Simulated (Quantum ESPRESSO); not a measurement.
# FePt: orders under volume

Aim: follow moments and order energies of FePt with volume.

Method: PBE; plane waves with GBRV 1.5 PBE potentials, no spin-orbit coupling, in Quantum ESPRESSO 7.5.

## 1. The starting structure

It takes space group P4/mmm (No. 123, tetragonal). Conventional cell: a = 2.724 Å, b = 2.724 Å, c = 3.713 Å, α = 90.00°, β = 90.00°, γ = 90.00°. Fe has 8 Pt at 2.68 Å and 4 Fe at 2.72 Å nearest. Pt has 8 Fe at 2.68 Å and 4 Pt at 2.72 Å nearest. Farther neighbours are not listed.

The lattice constants were typed from memory of published values and not checked against a source.

## 2. Volume 0.88, ferro +

All lengths scale alike; the factor is that of the volume. Atoms keep their fractional places. Seeded atoms are those given a starting moment.

pw.in reads:

```
&CONTROL
  calculation = 'scf'
  prefix = 'pwscf'
  outdir = './tmp'
  pseudo_dir = './pseudo'
  disk_io = 'nowf'
  tprnfor = .true.
  tstress = .true.
/
&SYSTEM
  ibrav = 0
  celldm(1) = 8
  nat = 2
  ntyp = 2
  ecutwfc = 40
  ecutrho = 280
  nbnd = 24
  occupations = 'smearing'
  smearing = 'fd'
  degauss = 0.00367493
  nspin = 2
  starting_magnetization(1) = 0.175
  starting_magnetization(2) = 0
/
&ELECTRONS
  conv_thr = 4d-09
  electron_maxstep = 150
  mixing_beta = 0.3
/
ATOMIC_SPECIES
Fe     55.8450 fe_pbe_v1.5.uspp.F.UPF
Pt    195.0840 pt_pbe_v1.4.uspp.F.UPF
CELL_PARAMETERS alat
   0.6165585626259    0.0000000000000    0.0000000000000
   0.0000000000000    0.6165585626259    0.0000000000000
   0.0000000000000    0.0000000000000    0.8404812963738
ATOMIC_POSITIONS crystal
Fe      0.0000000000    0.0000000000    0.0000000000
Pt      0.5000000000    0.5000000000    0.5000000000
K_POINTS automatic
14 14 14 0 0 0
```

Launch:

```
> OMP_NUM_THREADS=1 mpirun -n 4 pw.x -nk 4 -in pw.in > pw.out
```

Output:

```text
Program PWSCF v.7.5 starts

     Message from routine setup:
     using ibrav=0 with symmetry is DISCOURAGED, use correct ibrav instead

     K-points division:     npool     =       4
     Subspace diagonalization in iterative solution of the eigenvalue problem:

     bravais-lattice index     =            0
     lattice parameter (alat)  =       8.0000  a.u.
     unit-cell volume          =     163.5862 (a.u.)^3
     number of atoms/cell      =            2
     number of atomic types    =            2
     number of electrons       =        32.00
     number of Kohn-Sham states=           24
     kinetic-energy cutoff     =      40.0000  Ry
     charge density cutoff     =     280.0000  Ry
     scf convergence threshold =      4.0E-09
     mixing beta               =       0.3000
     number of iterations used =            8  plain     mixing
     Exchange-correlation=  SLA  PW   PBX  PBC
                           (   1   4   3   4   0   0   0)

     celldm(1)=   8.000000  celldm(2)=   0.000000  celldm(3)=   0.000000
     celldm(4)=   0.000000  celldm(5)=   0.000000  celldm(6)=   0.000000

     crystal axes: (cart. coord. in units of alat)
               a(1) = (   0.616559   0.000000   0.000000 )
               a(2) = (   0.000000   0.616559   0.000000 )
               a(3) = (   0.000000   0.000000   0.840481 )

     reciprocal axes: (cart. coord. in units 2 pi/alat)
               b(1) = (  1.621906  0.000000  0.000000 )
               b(2) = (  0.000000  1.621906  0.000000 )
               b(3) = (  0.000000  0.000000  1.189794 )

     PseudoPot. # 1 for Fe read from file:
     fe_pbe_v1.5.uspp.F.UPF
     Pseudo is Ultrasoft + core correction, Zval = 16.0

     PseudoPot. # 2 for Pt read from file:
     pt_pbe_v1.4.uspp.F.UPF
     Pseudo is Ultrasoft + core correction, Zval = 16.0

     atomic species   valence    mass     pseudopotential
     Fe               16.00    55.84500     Fe( 1.00)
     Pt               16.00   195.08400     Pt( 1.00)

     Starting magnetic structure
     atomic species   magnetization
     Fe              0.175
     Pt              0.000

     16 Sym. Ops., with inversion, found

   Cartesian axes

     site n.     atom                  positions (alat units)
         1        Fe     tau(   1) = (   0.0000000   0.0000000   0.0000000  )
         2        Pt     tau(   2) = (   0.3082793   0.3082793   0.4202406  )

     number of k points=   288  Fermi-Dirac smearing, width (Ry)=  0.0037

     Number of k-points >= 100: set verbosity='high' to print them.

     Dense  grid:    12963 G-vectors     FFT dimensions: (  27,  27,  36)

     Smooth grid:     5547 G-vectors     FFT dimensions: (  20,  20,  27)

     Check: negative core charge=   -0.000030
     Generating pointlists ...
     new r_m :   0.2498 (alat units)  1.9983 (a.u.) for type    1
     new r_m :   0.2498 (alat units)  1.9983 (a.u.) for type    2

     Initial potential from superposition of free atoms

     starting charge      30.5000, renormalised to      32.0000

     negative rho (up, down):  9.765E-02 9.776E-02
     Starting wfcs are   25 randomized atomic wfcs

     Self-consistent Calculation

     iteration #  1     ecut=    40.00 Ry     beta= 0.30
     Davidson diagonalization with overlap
     ethr =  1.00E-02,  avg # of iterations =  4.4

     negative rho (up, down):  9.078E-02 9.080E-02

     total energy              =    -459.11458726 Ry
     estimated scf accuracy    <       6.76226898 Ry

     total magnetization       =     0.81 Bohr mag/cell
     absolute magnetization    =     0.96 Bohr mag/cell

     iteration #  2     ecut=    40.00 Ry     beta= 0.30
     Davidson diagonalization with overlap
     ethr =  1.00E-02,  avg # of iterations =  2.0

     negative rho (up, down):  9.138E-02 9.138E-02

     total energy              =    -460.16629310 Ry
     estimated scf accuracy    <      10.33804836 Ry

     total magnetization       =     0.82 Bohr mag/cell
     absolute magnetization    =     0.93 Bohr mag/cell

     [... further iterations left out ...]

     iteration # 14     ecut=    40.00 Ry     beta= 0.30
     Davidson diagonalization with overlap
     ethr =  1.20E-10,  avg # of iterations =  2.1

     negative rho (up, down):  9.050E-02 8.645E-02

     total energy              =    -461.04609970 Ry
     estimated scf accuracy    <          4.1E-09 Ry

     total magnetization       =     3.06 Bohr mag/cell
     absolute magnetization    =     3.21 Bohr mag/cell

     iteration # 15     ecut=    40.00 Ry     beta= 0.30
     Davidson diagonalization with overlap
     ethr =  1.27E-11,  avg # of iterations =  2.2

     negative rho (up, down):  9.050E-02 8.645E-02

     Magnetic moment per site  (integrated on atomic sphere of radius R)
     atom   1 (R=0.250)  charge= 14.6880  magn=  2.7239
     atom   2 (R=0.250)  charge= 13.5289  magn=  0.3863

     End of self-consistent calculation

     Number of k-points >= 100: set verbosity='high' to print the bands.

     the Fermi energy is    23.4677 ev

!    total energy              =    -461.04609972 Ry
     estimated scf accuracy    <          7.4E-10 Ry
     smearing contrib. (-TS)   =      -0.00074029 Ry
     internal energy E=F+TS    =    -461.04535943 Ry

     The total energy is F=E-TS. E is the sum of the following terms:
     one-electron contribution =    -122.41456345 Ry
     hartree contribution      =      88.46707071 Ry
     xc contribution           =     -86.43073810 Ry
     ewald contribution        =    -340.66712858 Ry

     total magnetization       =     3.06 Bohr mag/cell
     absolute magnetization    =     3.21 Bohr mag/cell

     convergence has been achieved in  15 iterations

     negative rho (up, down):  9.050E-02 8.645E-02

     Forces acting on atoms (cartesian axes, Ry/au):

     atom    1 type  1   force =     0.00000000    0.00000000    0.00000000
     atom    2 type  2   force =     0.00000000    0.00000000    0.00000000

     Total force =     0.000000     Total SCF correction =     0.000000

     Computing stress (Cartesian axis) and pressure

     negative rho (up, down):  9.050E-02 8.645E-02
          total   stress  (Ry/bohr**3)                   (kbar)     P=      415.86
   0.00277266   0.00000000   0.00000000          407.87        0.00        0.00
   0.00000000   0.00277266   0.00000000            0.00      407.87        0.00
   0.00000000   0.00000000   0.00293555            0.00        0.00      431.83

=------------------------------------------------------------------------------=
   JOB DONE.
=------------------------------------------------------------------------------=
```

The job ended after 37 s (4 MPI ranks of Arm Neoverse V1, shared host; peak memory 0.39 GiB; 2.4 min of CPU time).

Spin moment in the atom's sphere by atom:

```
atom  spin moment in the atom's sphere (μB)
 Fe1                                   2.72
 Pt2                                   0.39
```

This step gave:

| Quantity | Value |
| --- | --- |
| smearing term TS | 0.01007 eV |
| pressure | 41.59 GPa |
| magnetization | 3.064 μB |
| absolute magnetization | 3.214 μB |
| final state | ferromagnetic |

## 3. Volume 0.88, no spin polarisation

pw.in, as its differences from that of step 2:

```diff
@@ -16,3 +16,3 @@
   ecutrho = 280
-  nbnd = 24
+  nbnd = 23
   occupations = 'smearing'
@@ -20,5 +20,2 @@
   degauss = 0.00367493
-  nspin = 2
-  starting_magnetization(1) = 0.175
-  starting_magnetization(2) = 0
 /
```

Output:

```text
     [... lines left out ...]
Program PWSCF v.7.5 starts
     [... lines left out ...]
     number of atoms/cell      =            2
     [... lines left out ...]
     number of electrons       =        32.00
     number of Kohn-Sham states=           23
     kinetic-energy cutoff     =      40.0000  Ry
     charge density cutoff     =     280.0000  Ry
     scf convergence threshold =      4.0E-09
     [... lines left out ...]
     16 Sym. Ops., with inversion, found
     [... lines left out ...]
     number of k points=   288  Fermi-Dirac smearing, width (Ry)=  0.0037
     [... lines left out ...]
     iteration # 14     ecut=    40.00 Ry     beta= 0.30
     [... lines left out ...]
     the Fermi energy is    23.3940 ev
!    total energy              =    -461.01594202 Ry
     estimated scf accuracy    <          8.2E-10 Ry
     smearing contrib. (-TS)   =      -0.00217186 Ry
     [... lines left out ...]
     convergence has been achieved in  14 iterations
     [... lines left out ...]
     Total force =     0.000000     Total SCF correction =     0.000000
     [... lines left out ...]
          total   stress  (Ry/bohr**3)                   (kbar)     P=      214.26
     [... lines left out ...]
```

It took 18 s on 4 MPI ranks; peak memory 0.3 GiB.

Read from the output:

| Quantity | Value |
| --- | --- |
| smearing term TS | 0.02955 eV |
| pressure | 21.43 GPa |
| final state | non-magnetic (no spin polarisation) |

## 4. Volume 1.12, ferro +

pw.in, as its differences from that of step 3:

```diff
@@ -16,3 +16,3 @@
   ecutrho = 280
-  nbnd = 23
+  nbnd = 24
   occupations = 'smearing'
@@ -20,2 +20,5 @@
   degauss = 0.00367493
+  nspin = 2
+  starting_magnetization(1) = 0.175
+  starting_magnetization(2) = 0
 /
@@ -30,5 +33,5 @@
 CELL_PARAMETERS alat
-   0.6165585626259    0.0000000000000    0.0000000000000
-   0.0000000000000    0.6165585626259    0.0000000000000
-   0.0000000000000    0.0000000000000    0.8404812963738
+   0.6681686838949    0.0000000000000    0.0000000000000
+   0.0000000000000    0.6681686838949    0.0000000000000
+   0.0000000000000    0.0000000000000    0.9108352647713
 ATOMIC_POSITIONS crystal
```

Output:

```text
     [... lines left out ...]
Program PWSCF v.7.5 starts
     [... lines left out ...]
     number of atoms/cell      =            2
     [... lines left out ...]
     number of electrons       =        32.00
     number of Kohn-Sham states=           24
     kinetic-energy cutoff     =      40.0000  Ry
     charge density cutoff     =     280.0000  Ry
     scf convergence threshold =      4.0E-09
     [... lines left out ...]
     16 Sym. Ops., with inversion, found
     [... lines left out ...]
     number of k points=   288  Fermi-Dirac smearing, width (Ry)=  0.0037
     [... lines left out ...]
     iteration # 15     ecut=    40.00 Ry     beta= 0.30
     [... lines left out ...]
     Magnetic moment per site  (integrated on atomic sphere of radius R)
     atom   1 (R=0.271)  charge= 14.7421  magn=  3.1920
     atom   2 (R=0.271)  charge= 14.0210  magn=  0.3946
     [... lines left out ...]
     the Fermi energy is    17.3921 ev
!    total energy              =    -461.06791497 Ry
     estimated scf accuracy    <          1.6E-10 Ry
     smearing contrib. (-TS)   =      -0.00101902 Ry
     [... lines left out ...]
     total magnetization       =     3.51 Bohr mag/cell
     absolute magnetization    =     3.72 Bohr mag/cell
     convergence has been achieved in  15 iterations
     [... lines left out ...]
     Total force =     0.000000     Total SCF correction =     0.000000
     [... lines left out ...]
          total   stress  (Ry/bohr**3)                   (kbar)     P=     -155.17
     [... lines left out ...]
```

Elapsed: 67 s, on 4 MPI ranks; peak memory 0.45 GiB; 4.4 min of CPU time.

Numbers from this step:

| Item | Value |
| --- | --- |
| smearing term TS | 0.01386 eV |
| pressure | -15.52 GPa |
| magnetization | 3.508 μB |
| absolute magnetization | 3.719 μB |
| final state | ferromagnetic |
| largest moment | 3.192 μB |

## 5. All points

The runs not shown differ from these in the moved quantity alone.

States, by row:

```
volume        ferro +  no spin polarisation
  0.88  ferromagnetic          non-magnetic
  0.91  ferromagnetic          non-magnetic
  0.94  ferromagnetic          non-magnetic
  0.97  ferromagnetic          non-magnetic
     1  ferromagnetic          non-magnetic
  1.03  ferromagnetic          non-magnetic
  1.06  ferromagnetic          non-magnetic
  1.09  ferromagnetic          non-magnetic
  1.12  ferromagnetic          non-magnetic
```

Table of largest site moment, ferro + by volume:

```
volume (factor)  largest site moment, ferro + (μB)
         0.8800                               2.72
         0.9100                               2.80
         0.9400                               2.88
         0.9700                               2.94
         1.0000                               3.00
         1.0300                               3.05
         1.0600                               3.10
         1.0900                               3.15
         1.1200                               3.19
```

Energy less that of the parallel start, no spin polarisation against volume:

```
volume (factor)  energy less that of the parallel start, no spin polarisation (meV a seeded atom)
         0.8800                                                                               410
         0.9100                                                                               512
         0.9400                                                                               610
         0.9700                                                                               704
         1.0000                                                                               793
         1.0300                                                                               878
         1.0600                                                                               960
         1.0900                                                                              1037
         1.1200                                                                              1110
```

The energy over the lowest by volume; values in meV an atom:

```
volume (factor)  ferro +  no spin polarisation
         0.8800      219                   424
         0.9100      126                   382
         0.9400     61.6                   367
         0.9700     21.7                   374
         1.0000     2.24                   399
         1.0300        0                   439
         1.0600     12.1                   492
         1.0900     36.1                   555
         1.1200     70.2                   625
```

## 6. Results

```yaml
moment_parallel_start: 2.72 to 3.19 μB
states_met_from_these_starts: ferromagnetic
```

What this shows: The moment of the parallel start goes from 2.72 μB at 0.88 to 3.19 μB at 1.12. The net moment of the cell goes from 3.06 to 3.51 μB. The radius of the spheres follows the nearest distance, so part of the change of the site moments is the spheres'. Only a parallel start was run beside the spinless one, so opposed or spiral orders, which may lie lower, are not probed.

[Logs and program files are shortened in this print: banners, set-up blocks, solver, clock and traceback lines can be left out without a mark of their own.]

[Logs are printed without paths, hosts, clocks, repeated set-up lines and the standing remarks that a program may print on its own settings, such as how far it seeks lower states.]

[Hosts, paths, dates, database ids (printed as entryN), source tags and the programs' standing remarks are cut or masked in the printed files.]

[Where a cell is said to come from a database of computed structures, the database is the Materials Project.]
